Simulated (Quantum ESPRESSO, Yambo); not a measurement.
# Excitons of CdF2 (Fm-3m) on ever denser meshes, part 4 of 5

Aim: the absorption spectrum of CdF2 (Fm-3m) with electron-hole interaction, and what each part of the kernel does.

Quantum ESPRESSO 7.5 and Yambo 5.3.0; PBE and many-body steps on it, plane waves. Known limits of the many-body steps: not at the basis limit; d shell near the gap, gap tends to lie low; no spin-orbit coupling; coarse k mesh; bindings not settled in the k mesh.

So far. Step 16 (Triplet (no exchange term)): The lowest triplet lies at 5.267 eV; without spin-orbit coupling triplets are dark, so no spectrum is read. Step 17 (Empty states on the mesh, 10×10×10 mesh, 26 bands): On this mesh the gap is 3.131 eV.

## 19. k mesh (10×10×10)

This step: Bethe-Salpeter equation on PBE with a scissors shift, plane waves, norm-conserving pseudopotentials.

bse12.in

```
optics
bss
bse
em1s
dipoles
rim_cut
RandQpts= 1000000
RandGvec= 1 RL
Chimod= "HARTREE"
BSKmod= "SEX"
BSEmod= "resonant"
BSSmod= "d"
BSENGexx= 20 Ry
BSENGBlk= 4 Ry
% BSEQptR
 1 | 1 |
%
% BSEBands
 15 | 18 |
%
% BEnRange
 0 | 8 | eV
%
% BDmRange
 0.1 | 0.1 | eV
%
BEnSteps= 161
% BLongDir
 1 | 0 | 0 |
%
% BndsRnXs
 5 | 26 |
%
NGsBlkXs= 4 Ry
% LongDrXs
 1 | 1 | 1 |
%
% KfnQP_E
 2.45 | 1.0 | 1.0 |
%
WRbsWF
FFTGvecs= 42 Ry
```

Run with:

```bash
> OMP_NUM_THREADS=1 mpirun -n 4 yambo -F bse12.in -J bse12 -C bse12 > bse12.log
```

Log:

```text
 Yambo, version 5.3.0

 [02] CORE Variables Setup
 =========================

  [... cell, symmetries and grids as in the set-up ...]

  [02.05] Energies & Occupations
  ==============================

  [X] === General ===
  [X] Electronic Temperature                        :  0.000000  0.000000 [eV K]
  [X] Bosonic    Temperature                        :  0.000000  0.000000 [eV K]
  [X] Finite Temperature mode                       : no
  [X] El. density                                   :  0.86947E+24 [cm-3]
[...]
[08.01.04] Independent Particles properties @q1
   ===============================================

   ==========================================================

   [BSE] Exchange components :   459
   [BSE] Correlation components :    51   331

    [08.01.05.01] Screened interaction header I/O
    =============================================

    [08.01.05.02] Main kernel loop
    ==============================

    [08.01.05.03] Wave-Function Phases
    ==================================

    [BSE] WF phases found       :  48.52615 [o/o]

   [08.01.06] BSE solver(s) @q1
   ============================

   [08.01.07] Diago Solver @q1
   ===========================

 [11] Game Over & Game summary
```

It took 2.3 min on 4 MPI ranks of Arm Neoverse V2, shared host; peak memory 1.9 GiB; 9.2 min of CPU time.

This step gave:

```yaml
transitions_in_the_window: 3000
direct_gap_of_the_transition_levels: 6.069 eV
lowest_state: 5.411 eV
first_strong_exciton_over_a_fiftieth_of_the_strongest_listed: 5.891 eV
binding_of_the_lowest_state_below_the_direct_gap: 0.6580 eV
coulomb_term_of_one_mesh_cell: 0.4762 eV
```

The binding is 1.4 times the screened Coulomb term of one mesh cell (0.48 eV), so it is not shown settled.

The lowest state lies at 5.411 eV, 0.658 eV under the direct gap.

The ε₂ has structure finer than the step of the table below, so its rows give means over 0.2 eV, whole bins alone (the curve runs from 0 to 8 eV). Peaks (eV: height): BSE 5.90: 1.87, 6.45: 2.00, 7.30: 1.37, 7.65: 0.934; no electron-hole interaction 6.50: 0.347, 7.35: 0.745, 7.90: 0.932.

Field along x; broadening 0.1 eV; transition window only. Limits: finite bands, cutoff and mesh; d shell near the gap, gap tends to lie low; no spin-orbit coupling; exciton not shown settled in the k mesh. Table of ε₂ by photon energy; means over each step:

```
photon energy (eV)      BSE  no electron-hole interaction
               0.2  0.00240                       0.00159
               0.4  0.00255                       0.00166
               0.6  0.00271                       0.00175
               0.8  0.00289                       0.00184
               1.0  0.00309                       0.00194
               1.2  0.00331                       0.00205
               1.4  0.00355                       0.00216
               1.6  0.00382                       0.00229
               1.8  0.00413                       0.00243
               2.0  0.00448                       0.00258
               2.2  0.00488                       0.00275
               2.4  0.00534                       0.00294
               2.6  0.00586                       0.00315
               2.8  0.00647                       0.00338
               3.0  0.00719                       0.00364
               3.2  0.00805                       0.00393
               3.4  0.00908                       0.00426
               3.6   0.0103                       0.00464
               3.8   0.0119                       0.00508
               4.0   0.0139                       0.00559
               4.2   0.0164                       0.00619
               4.4   0.0199                       0.00690
               4.6   0.0247                       0.00776
               4.8   0.0319                       0.00882
               5.0   0.0433                        0.0102
               5.2   0.0639                        0.0119
               5.4    0.109                        0.0143
               5.6    0.260                        0.0177
               5.8     1.12                        0.0233
               6.0     1.10                        0.0339
               6.2    0.674                        0.0645
               6.4     1.59                         0.214
               6.6     1.07                         0.254
               6.8    0.843                         0.195
               7.0    0.772                         0.384
               7.2     1.14                         0.654
               7.4    0.906                         0.639
               7.6    0.798                         0.432
               7.8    0.713                         0.675
```

The window of bands is narrower than in the first exciton run, so this row is not like for like with it.

The program warns that the window of bands cuts a degenerate level, which breaks the symmetry of states and spectrum.

## 20. Triplet (no exchange term)

bse13.in, as its differences from bse12.in of step 19:

```diff
@@ -12,3 +12,3 @@
 BSSmod= "d"
-BSENGexx= 20 Ry
+BSENGexx= 1 RL
 BSENGBlk= 4 Ry
```

Run with:

```bash
> OMP_NUM_THREADS=1 mpirun -n 4 yambo -F bse13.in -J bse13,bse12_W -C bse13 > bse13.log
```

Log:

```text
 Yambo, version 5.3.0

 [02] CORE Variables Setup
 =========================

  [... cell, symmetries and grids as in the set-up ...]

  [02.05] Energies & Occupations
  ==============================

  [X] === General ===
  [X] Electronic Temperature                        :  0.000000  0.000000 [eV K]
  [X] Bosonic    Temperature                        :  0.000000  0.000000 [eV K]
  [X] Finite Temperature mode                       : no
  [X] El. density                                   :  0.86947E+24 [cm-3]
[...]
23.73360  26.83458

 [06] Dipoles
 ============

  [06.01] Setup: observables and procedures
  =========================================

  [WARNING] [r,Vnl^pseudo] included in position and velocity dipoles.

  [WARNING] In case H contains other non local terms, these are neglected

 [07] Static Dielectric Matrix
 =============================

    [08.01.05.02] Main kernel loop
    ==============================

    [08.01.05.03] Wave-Function Phases
    ==================================

    [BSE] WF phases found       :  48.52615 [o/o]

   [08.01.06] BSE solver(s) @q1
   ============================

   [08.01.07] Diago Solver @q1
   ===========================

 [11] Game Over & Game summary
```

Run time: 83 s. Hardware: 4 MPI ranks; peak memory 2.5 GiB.

The lowest triplet lies at 5.381 eV; without spin-orbit coupling triplets are dark, so no spectrum is read.

The program warns that the window of bands cuts a degenerate level, which breaks the symmetry of states and spectrum.

## 21. Empty states on the mesh, 12×12×12 mesh, 26 bands

This step: Quantum ESPRESSO 7.5; DFT, PBE, plane waves, norm-conserving pseudopotentials.

pw.in

```
&control
  calculation = 'nscf'
  prefix = 'x'
  outdir = 'o'
  pseudo_dir = 'pseudo'
/
&system
  ibrav = 0
  nat = 3
  ntyp = 2
  ecutwfc = 94.0
  nbnd = 26
  force_symmorphic = .true.
/
&electrons
  conv_thr = 1e-9
  electron_maxstep = 80
  diago_full_acc = .true.
  diago_thr_init = 5e-6
/
ATOMIC_SPECIES
  Cd 112.41 Cd.upf
  F 18.998 F.upf
CELL_PARAMETERS angstrom
  0.0000000000 2.6940000000 2.6940000000
  2.6940000000 -0.0000000000 2.6940000000
  2.6940000000 2.6940000000 -0.0000000000
ATOMIC_POSITIONS crystal
  Cd 0.0000000000 0.0000000000 0.0000000000
  F 0.2500000000 0.2500000000 0.2500000000
  F 0.7500000000 0.7500000000 0.7500000000
K_POINTS automatic
  12 12 12 0 0 0
```

Run with:

```bash
> OMP_NUM_THREADS=1 mpirun -n 4 pw.x -nk 4 -in pw.in > pw.out
```

Log:

```text
[banner, memory and clock lines left out]
Program PWSCF v.7.5 starts

     Atomic positions and unit cell read from directory:
     o/x.save/

     Message from routine setup:
     using ibrav=0 with symmetry is DISCOURAGED, use correct ibrav instead

     G-vector sticks info

     bravais-lattice index     =            0
     lattice parameter (alat)  =       7.1997  a.u.
     unit-cell volume          =     263.8878 (a.u.)^3
     number of atoms/cell      =            3
     number of atomic types    =            2
     number of electrons       =        34.00
[...]
6.0345   9.6539  19.2706  19.2706  19.2706  24.2210  26.4704  26.4704
    29.9596  29.9597

          k = 0.0589 0.0589-0.0589 (  4029 PWs)   bands (ev):

[...]
29.9188  29.9495

          k = 0.1179 0.1179-0.1179 (  4047 PWs)   bands (ev):

[...]
1.2245   2.1111   2.1111   4.8415   5.3760   5.3760   5.7987   6.0552
     6.0552  10.6120  18.1610  19.6675  19.6675  25.7131  25.8221  25.8221
    29.4487  29.9271

          k = 0.1768 0.1768-0.1768 (  4050 PWs)   bands (ev):

     [... further k-points ...]

     highest occupied, lowest unoccupied level (ev):     6.5299    9.6539

     XML data file, pseudopotentials, collected wavefunctions
```

Wall time 8.5 s (4 MPI ranks); peak memory 0.25 GiB.

This step gave:

```yaml
gap: 3.124 eV
k_of_the_valence_top: 0.25, -0.5, -0.25
k_of_the_conduction_bottom: 0, 0, 0
least_direct_gap: 3.619 eV
k_points_computed: 72
lowest_point_of_the_top_converged_band_above_the_valence_top: 22.27 eV
```

On this mesh the gap is 3.124 eV.

## 22. Conversion and set-up

This step: Yambo 5.3.0; conversion and set-up on PBE, plane waves, norm-conserving pseudopotentials.

Run with:

```bash
> (cd o/x.save; p2y > p2y.log; mv SAVE ../..); yambo > setup.log
```

Log:

```text
 Yambo, version 5.3.0

 [02] CORE Variables Setup
 =========================

  [02.01] Unit cells
  ==================

  Cell kind             :  FCC
  Atoms in the cell     :  Cd  F
  number of Cd atoms    :  1
  number of F  atoms    :  2

  List of atomic masses
  Mass of Cd    :  112.4100
  Mass of F     :  18.99800

  List of atomic coordinates    : [cc]
  Cd1       :  0.000000  0.000000  0.000000  order 1
  F1       :  2.545461  2.545461  2.545461  order 2
  F2       :  7.636383  7.636383  7.636383  order 3

  Alat factors          :  5.090922  5.090922  5.090922 [a.u.]
[...]
Q [ 2]         [rlu]: -0.12099E-17 -0.12099E-17  0.83333E-01
 Q [ 3]         [rlu]: -0.24198E-17 -0.24198E-17  0.16667
[...]
Q [ 8]         [rlu]: -0.78184E-17  0.83333E-01  0.83333E-01
 Q [ 9]         [rlu]: -0.12099E-17  0.83333E-01  0.16667
 Q [10]         [rlu]: -0.24198E-17  0.83333E-01  0.25000
     [... 38 further rows ...]
 Q [49]         [rlu]:  0.083333  0.250000  0.333333
 Q [50]         [rlu]:  0.083333  0.250000  0.416667

 Remaining 22 points informations can be written running with -fatlog

  [03.01] X indexes
  =================

   [03.01.01] Sigma indexes
   ========================

 [06] Game Over & Game summary
```

It took 4.3 s on 1 MPI rank; peak memory 0.28 GiB.

## 23. k mesh (12×12×12)

This step: Bethe-Salpeter equation on PBE with a scissors shift, plane waves, norm-conserving pseudopotentials.

bse15.in, as its differences from bse13.in of step 20:

```diff
@@ -12,3 +12,3 @@
 BSSmod= "d"
-BSENGexx= 1 RL
+BSENGexx= 20 Ry
 BSENGBlk= 4 Ry
```

Run with:

```bash
> OMP_NUM_THREADS=1 mpirun -n 4 yambo -F bse15.in -J bse15 -C bse15 > bse15.log
```

Log:

```text
 Yambo, version 5.3.0

 [02] CORE Variables Setup
 =========================

  [... cell, symmetries and grids as in the set-up ...]

  [02.05] Energies & Occupations
  ==============================

  [X] === General ===
  [X] Electronic Temperature                        :  0.000000  0.000000 [eV K]
  [X] Bosonic    Temperature                        :  0.000000  0.000000 [eV K]
  [X] Finite Temperature mode                       : no
  [X] El. density                                   :  0.86947E+24 [cm-3]
[...]
[08.01.04] Independent Particles properties @q1
   ===============================================

   ==========================================================

   [BSE] Exchange components :   459
   [BSE] Correlation components :    51   331

    [08.01.05.01] Screened interaction header I/O
    =============================================

    [08.01.05.02] Main kernel loop
    ==============================

    [08.01.05.03] Wave-Function Phases
    ==================================

    [BSE] WF phases found       :  53.24797 [o/o]

   [08.01.06] BSE solver(s) @q1
   ============================

   [08.01.07] Diago Solver @q1
   ===========================

 [11] Game Over & Game summary
```

It took 9.1 min on 4 MPI ranks; peak memory 3.2 GiB; 36 min of CPU time.

Numbers from this step:

| Quantity | Value |
| --- | --- |
| transitions in the window | 5184 |
| direct gap of the transition levels | 6.069 eV |
| lowest state | 5.413 eV |
| first strong exciton (over a fiftieth of the strongest listed) | 5.856 eV |
| binding of the lowest state below the direct gap | 0.6560 eV |
| Coulomb term of one mesh cell | 0.3967 eV |

The binding is 1.7 times the screened Coulomb term of one mesh cell (0.40 eV), so it is not shown settled.

The lowest state lies at 5.413 eV, 0.656 eV under the direct gap.

The ε₂ has structure finer than the step of the table below, so its rows give means over 0.2 eV, whole bins alone (the curve runs from 0 to 8 eV). Peaks (eV: height): BSE 5.85: 1.59, 6.25: 1.72, 6.90: 1.34, 7.65: 1.06; no electron-hole interaction 6.95: 0.532, 7.45: 0.692, 7.75: 0.791.

Field along x; broadening 0.1 eV; transition window only. Limits: finite bands, cutoff and mesh; d shell near the gap, gap tends to lie low; no spin-orbit coupling; exciton not shown settled in the k mesh. Table of ε₂ by photon energy; means over each step:

```
photon energy (eV)      BSE  no electron-hole interaction
               0.2  0.00242                       0.00160
               0.4  0.00257                       0.00168
               0.6  0.00274                       0.00176
               0.8  0.00292                       0.00185
               1.0  0.00312                       0.00195
               1.2  0.00334                       0.00206
               1.4  0.00359                       0.00218
               1.6  0.00387                       0.00231
               1.8  0.00418                       0.00245
               2.0  0.00453                       0.00260
               2.2  0.00493                       0.00277
               2.4  0.00540                       0.00296
               2.6  0.00593                       0.00317
               2.8  0.00655                       0.00340
               3.0  0.00728                       0.00366
               3.2  0.00815                       0.00396
               3.4  0.00919                       0.00429
               3.6   0.0105                       0.00467
               3.8   0.0120                       0.00511
               4.0   0.0141                       0.00563
               4.2   0.0167                       0.00623
               4.4   0.0202                       0.00695
               4.6   0.0251                       0.00782
               4.8   0.0324                       0.00889
               5.0   0.0442                        0.0102
               5.2   0.0656                        0.0120
               5.4    0.114                        0.0144
               5.6    0.286                        0.0180
               5.8     1.14                        0.0238
               6.0    0.908                        0.0361
               6.2     1.31                        0.0826
               6.4     1.08                         0.180
               6.6    0.856                         0.179
               6.8     1.13                         0.357
               7.0     1.05                         0.492
               7.2    0.866                         0.381
               7.4    0.818                         0.579
               7.6    0.968                         0.645
               7.8    0.692                         0.733
```

The window of bands is narrower than in the first exciton run, so this row is not like for like with it.

The program warns that the window of bands cuts a degenerate level, which breaks the symmetry of states and spectrum.

## 24. Triplet (no exchange term)

bse16.in, as its differences from bse15.in of step 23:

```diff
@@ -12,3 +12,3 @@
 BSSmod= "d"
-BSENGexx= 20 Ry
+BSENGexx= 1 RL
 BSENGBlk= 4 Ry
```

Run with:

```bash
> OMP_NUM_THREADS=1 mpirun -n 4 yambo -F bse16.in -J bse16,bse15_W -C bse16 > bse16.log
```

Log:

```text
 Yambo, version 5.3.0

 [02] CORE Variables Setup
 =========================

  [... cell, symmetries and grids as in the set-up ...]

  [02.05] Energies & Occupations
  ==============================

  [X] === General ===
  [X] Electronic Temperature                        :  0.000000  0.000000 [eV K]
  [X] Bosonic    Temperature                        :  0.000000  0.000000 [eV K]
  [X] Finite Temperature mode                       : no
  [X] El. density                                   :  0.86947E+24 [cm-3]
[...]
[06] Dipoles
 ============

  [06.01] Setup: observables and procedures
  =========================================

  [WARNING] [r,Vnl^pseudo] included in position and velocity dipoles.

  [WARNING] In case H contains other non local terms, these are neglected

 [07] Static Dielectric Matrix
 =============================

    [08.01.05.02] Main kernel loop
    ==============================

    [08.01.05.03] Wave-Function Phases
    ==================================

    [BSE] WF phases found       :  53.24797 [o/o]

   [08.01.06] BSE solver(s) @q1
   ============================

   [08.01.07] Diago Solver @q1
   ===========================

 [11] Game Over & Game summary
```

The job ended after 6.7 min (4 MPI ranks; peak memory 3.1 GiB).

The lowest triplet lies at 5.382 eV; without spin-orbit coupling triplets are dark, so no spectrum is read.

The program warns that the window of bands cuts a degenerate level, which breaks the symmetry of states and spectrum.

[end of part 4 of 5]

[Paths, hosts, dates, memory and timing lines, banners, echoed tables and standing remarks are left out of the program output.]

[Logs are printed without paths, hosts, clocks, repeated set-up lines and the standing remarks that a program may print on its own settings, such as how far it seeks lower states.]

[Runs of the session that timed out or met a known fault of the program may be left out.]

[Hosts, paths, dates, database ids (printed as entryN), source tags and the programs' standing remarks are cut or masked in the printed files.]
